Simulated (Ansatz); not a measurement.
## MgRh (Pm-3m): phonons and vibrational spectra

The cell of MgRh (Pm-3m) is at rest. What are its phonons? After the zone centre comes a 4×4×4 q mesh on a 16×16×16 k mesh.

Main program and level: Ansatz 0.2.0; DFT PBEsol, scalar-relativistic, plane waves, PAW; PAW set soft_1.

**1. The structure**

Symmetry: Pm-3m, No. 221, cubic system. The conventional cell has a = 3.083 Å, b = 3.083 Å, c = 3.083 Å, α = 90.00°, β = 90.00°, γ = 90.00°. Nearest to Mg lie 8 Rh at 2.67 Å. Rh has 8 Mg at 2.67 Å nearest. Farther neighbours are not listed.

**2. Linear response at the zone centre**

The cell comes from relaxations at this level that are not shown. The zone centre comes first: it holds the modes that light can see, as far as symmetry allows. No field response is asked, since the mesh shows no gap.

Contents of input.yaml:

```yaml
crystal:
  lattice:
    - [3.0826217248, 0.0, 0.0]
    - [0.0, 3.0826217248, 0.0]
    - [0.0, 0.0, 3.0826217248]
  atoms:
    - { symbol: Mg, position: [0.0, 0.0, 0.0] }
    - { symbol: Rh, position: [0.5, 0.5, 0.5] }
kpoints:
  mp_grid: { grid: [16, 16, 16] }
hamiltonian:
  xc: pbesol
  pseudopotentials: { kind: paw, azcp: { folder: soft_1 }, xc_functional: pbe }
scf:
  occupations: { method: methfessel_paxton, width: 0.2 }
output:
  eigenvalues: true
phonons:
  method: dfpt
```

Launch:

```
$ ansatz run input.yaml --threads 4 --pin off --max-ram 10240MiB --backend cpu --events-out ev --progress --plain --runs-dir out
```

Numbers of over 12 decimals in the logs are rounded to 6 here.

The program printed:

```text
Engine: ansatz 0.2.0, aarch64-unknown-linux-gnu
Pseudopotentials: kind: paw
Pseudopotential: Mg, paw, valence charge 10, recommended cutoff 420 eV (normal), soft_1/Mg.paw.azcp
Pseudopotential: Rh, paw, valence charge 17, recommended cutoff 420 eV (normal), soft_1/Rh.paw.azcp
Functional definition: PBEsol
  exchange = pbesol_x
  correlation = pbesol_c
Crystal: 2 atoms, lattice volume = 29.293 Å³
Basis set: ecut = 420 eV, 587 PW (Γ), exchange–correlation on 48×48×48 points (8 copies of the dense FFT grid, shifted against one another)
Bands: 18, of which v1, the nominal top of the filled ones, is band 14 counted from 1 (13 counted from 0)
Symmetry: 48 space group operations
k-points: 405 of 4096 (irreducible under 8 space group operations, time reversal used)
Non-local potential: Mg, projectors of the file, l = 0: 3, l = 1: 2, l = 2: 1
Non-local potential: Rh, projectors of the file, l = 0: 3, l = 1: 2, l = 2: 2, l = 3: 1
PAW form: soft (Blöchl's): semilocal exchange-correlation on the pseudo side does not see the compensation charge
PAW frozen core: Mg, regenerated for the run's functional, and the local potential with it (the file was generated under x = pbe(κ = 0.804, μ = 0.219515), c = pbe(β = 0.066725))
PAW frozen core: Rh, regenerated for the run's functional, and the local potential with it (the file was generated under x = pbe(κ = 0.804, μ = 0.219515), c = pbe(β = 0.066725))
PAW one-centre angular grid: Mg, 110 points (default); XC on 64 Gauss nodes
PAW one-centre angular grid: Rh, 590 points (default); XC on 64 Gauss nodes
Initial density: superposition of atomic densities (chi_scale 0.1, normalization cell, long waves kept (reshape's long-wave potential 0.00 eV rms))
Initial wavefunctions: pseudopotential atomic-orbital guess
Functional: x = pbesol(κ = 0.804, μ = 0.123457), c = pbesol(β = 0.046)
SCF iter   1: F=—  HF=-8253.550396 eV  |F-HF|=—  |Δ(HF+E_count)|=         —  Δρ=1.63e-1  dr2=1.02e1  ethr=3.10e-3  ⟨swp⟩=4.9  Hψ=36328  notcnv=0
preconditioner: auto → none  [metal: Δε(μ)=0.017 eV  Ē_g=8.431 eV  σ=0.200 eV  W_gap=0.07  n_scr=6 (ndim 8)  ℏωp=22.8 eV  f_vac=0.000  D(μ)=2.21/eV (n_scr^D=26)  sad-step TF]
SCF iter   2: F=—  HF=-8252.374721 eV  |F-HF|=—  |Δ(HF+E_count)|=    1.18e0  S|Δr|=    0.00e0  Δρ=1.00e-1  dr2=4.20e0  ethr=3.10e-3  ⟨swp⟩=2.7  Hψ=16151  notcnv=0  defer=37
SCF iter   3: F=—  HF=-8251.606706 eV  |F-HF|=—  |Δ(HF+E_count)|=   7.68e-1  S|Δr|=    0.00e0  Δρ=5.88e-3  dr2=9.13e-3  ethr=3.10e-3  ⟨swp⟩=2.8  Hψ=11569  notcnv=0  defer=37
SCF iter   4: F=—  HF=-8251.602793 eV  |F-HF|=—  |Δ(HF+E_count)|=   3.91e-3  S|Δr|=    0.00e0  Δρ=1.33e-3  dr2=2.48e-4  ethr=3.38e-5  ⟨swp⟩=2.6  Hψ=15191  notcnv=0  defer=39
SCF iter   5: F=—  HF=-8251.602639 eV  |F-HF|=—  |Δ(HF+E_count)|=   1.53e-4  S|Δr|=    0.00e0  Δρ=2.36e-4  dr2=9.72e-6  ethr=9.20e-7  ⟨swp⟩=2.0  Hψ=12538  notcnv=0  defer=39
SCF iter   6: F=—  HF=-8251.602636 eV  |F-HF|=—  |Δ(HF+E_count)|=   2.96e-6  S|Δr|=    0.00e0  Δρ=3.70e-5  dr2=2.45e-7  ethr=3.60e-8  ⟨swp⟩=2.5  Hψ=11641  notcnv=0  defer=39
SCF iter   7: F=—  HF=-8251.602636 eV  |F-HF|=—  |Δ(HF+E_count)|=   4.82e-7  S|Δr|=    0.00e0  Δρ=3.75e-6  dr2=4.36e-9  ethr=9.06e-10  ⟨swp⟩=2.0  Hψ=10641  notcnv=0  defer=39
SCF iter   8: F=—  HF=-8251.602636 eV  |F-HF|=—  |Δ(HF+E_count)|=  5.17e-10  S|Δr|=    0.00e0  Δρ=3.26e-7  dr2=2.97e-11  ethr=1.61e-11  ⟨swp⟩=2.4  Hψ=10448  notcnv=0  defer=39
SCF iter   9: F=-8251.602636 eV  HF=-8251.602636 eV  |F-HF|=1.82e-12  |Δ(HF+E_count)|=  3.64e-12  S|Δr|=    0.00e0  Δρ=5.55e-8  dr2=2.44e-13  ethr=1.00e-12  ⟨swp⟩=6.0  Hψ=31534  notcnv=0
SCF 1 converged in 9 iterations: F = -8251.602636 eV  dr2 = 2.44e-13
  greatest PAW one-centre occupation: 1.000 electrons in one spin orbital (limit 2), on the Mg atom at site 0 (counted from 0), in its partial waves of l = 0
DFPT response loops at Γ: preconditioner auto → Kerker (q_TF=auto, 2.691 Å⁻¹) (partly filled bands, converged f_vac=0.000); β = 1.00, the filter's whole step (`scf.mixing.beta` (0.50) is not read by the response loops under this deck's `scf.mixing.preconditioner`; to damp them name `kerker` or `kerker_dos`, under which they read `scf.mixing.beta`, and type it under 1.00, their step now; both keys bind the ground state too); Broyden in place of MSR1
SCF converged after 9 iterations
Stability not checked: this state was not tested for a lower state beside it, because cold or Methfessel-Paxton smearing, or corrected tetrahedra, fill the levels in a way that the test cannot read (fill_not_monotonic; see scf.lower_state_search)
Free energy (F): -8251.602636 eV
Harris-Foulkes:  -8251.602636 eV  (|F-HF|=1.82e-12)
Internal energy: -8251.603990 eV  (E = F + TS)
E sigma→0 (E₀):  -8251.602974 eV
Entropy (-TS):   0.001354 eV (0.677 meV/atom)
Fermi energy:    14.030427 eV
--- Per-component energies (eV) ---
  E_band       = -458.181631
  E_kinetic    = 610.766708
  E_local      = -3229.133213  (includes V_loc(G=0)·N_el)
  E_nonlocal   = 498.626292
  E_hartree    = 1140.423600
  E_xc         = -227.647164
  E_vxc        = -287.715653  (∫ρ·V_xc dr)
  E_paw        = -3830.309615  (= ΣΔE_a)
  E_vpaw       = -331.572911  (= ΣTr[D̂ρ^β])
  E_aug_tail   = -0.000046  (compensation charges beyond the density's cutoff)
  E_ewald      = -3214.665614
  E_core_change = 0.335063  (= ΣΔE_core)
  E_smearing   = 0.001354  (= −TS)
  E_closure    = -0.000000  (closes the sum)
  Σ components = -8251.602636   (vs F -8251.602636, Δ=0.00e0)
--- Band table (eV; the first three rows and the last of 405) ---
  k-point 0: bands = [... 10 lower, 11.0726, 13.8684, 13.8684, 13.8684, 22.4332, 22.4332, 22.4332, 25.5993]
  k-point 1: bands = [... 10 lower, 11.1061, 13.8196, 13.8196, 13.8738, 21.8914, 22.5376, 22.5376, 25.5019]
  k-point 2: bands = [... 10 lower, 11.2006, 13.6850, 13.6850, 13.8892, 20.7792, 22.8371, 22.8371, 25.2303]
  k-point 404: bands = [... 10 lower, 10.8864, 14.8205, 14.8205, 18.6470, 18.6470, 18.6470, 21.6354, 23.3351]
--- Phonons (Γ-DFPT): 2 representative perturbations + reference, on 405 of 4096 k-points (Σ response iterations 7) ---
  k mesh reduced under 8 symmetry operations, with k and −k counted as one. Each operation leaves every solved perturbation unchanged. A smaller set is not used because it would not reduce the number of displacements times k-points to solve
  ASR residual: 4.713e-5 → 0.000e0 eV/Å²; symmetrization residual: 2.472e-6 eV/Å²
  ASR residual per site (eV/Å²): 4.71e-5 8.22e-6
  Γ frequencies (cm⁻¹): 0.00 0.00 0.00 285.55 285.55 285.55
  non-analytic LO–TO correction: not included (Born effective charges unavailable; polar crystals: no LO–TO splitting at Γ)
```

Run time: 17 s. Hardware: 4 threads of Arm Neoverse V1, shared host; peak memory 0.79 GiB; 62 s of CPU time.

Reading the cycles: dr2 is the Hartree energy of the density residual (eV), the measure of convergence; HF is the Harris–Foulkes estimate of the energy, which meets the free energy F at convergence.

Numbers from this step:

* volume per atom: 14.65 Å³
* gap on the k-mesh: 0 eV
* sum-rule residual before enforcement: 4.71e-5 eV/Å²
* point group: m-3m
* highest optical mode at the zone centre (no LO-TO term): 285.6 cm⁻¹
* lowest optical zone-centre mode: 285.6 cm⁻¹

Patterns of degenerate modes are one choice out of their space. The modes at Γ (shares of kinetic energy by element, %):

| mode | frequency (cm⁻¹) | symmetry | Mg % | Rh % |
| --- | --- | --- | --- | --- |
| 1 | 0.0 | acoustic | 19 | 81 |
| 2 | 0.0 | acoustic | 19 | 81 |
| 3 | 0.0 | acoustic | 19 | 81 |
| 4 | 285.6 | T1u | 81 | 19 |
| 5 | 285.6 | T1u | 81 | 19 |
| 6 | 285.6 | T1u | 81 | 19 |

Displacements in mode 6 (285.6 cm⁻¹), the largest set to 1:
```
Mg1  0.00  1.00  0.29
Rh2  0.00 -0.24 -0.07
```

Before it was imposed, the acoustic sum rule was missed by 4.7e-5 eV/Å². Small misses are needed for a sound result but don't prove that mesh and cutoff are converged. The lowest optical mode is real, 286 cm⁻¹.

(Continued in part 2 of 2.)

[Logs are printed without paths, hosts, clocks, repeated set-up lines and the standing remarks that a program may print on its own settings, such as how far it seeks lower states.]

[Hosts, paths, dates, database ids (printed as entryN), source tags and the programs' standing remarks are cut or masked in the printed files.]
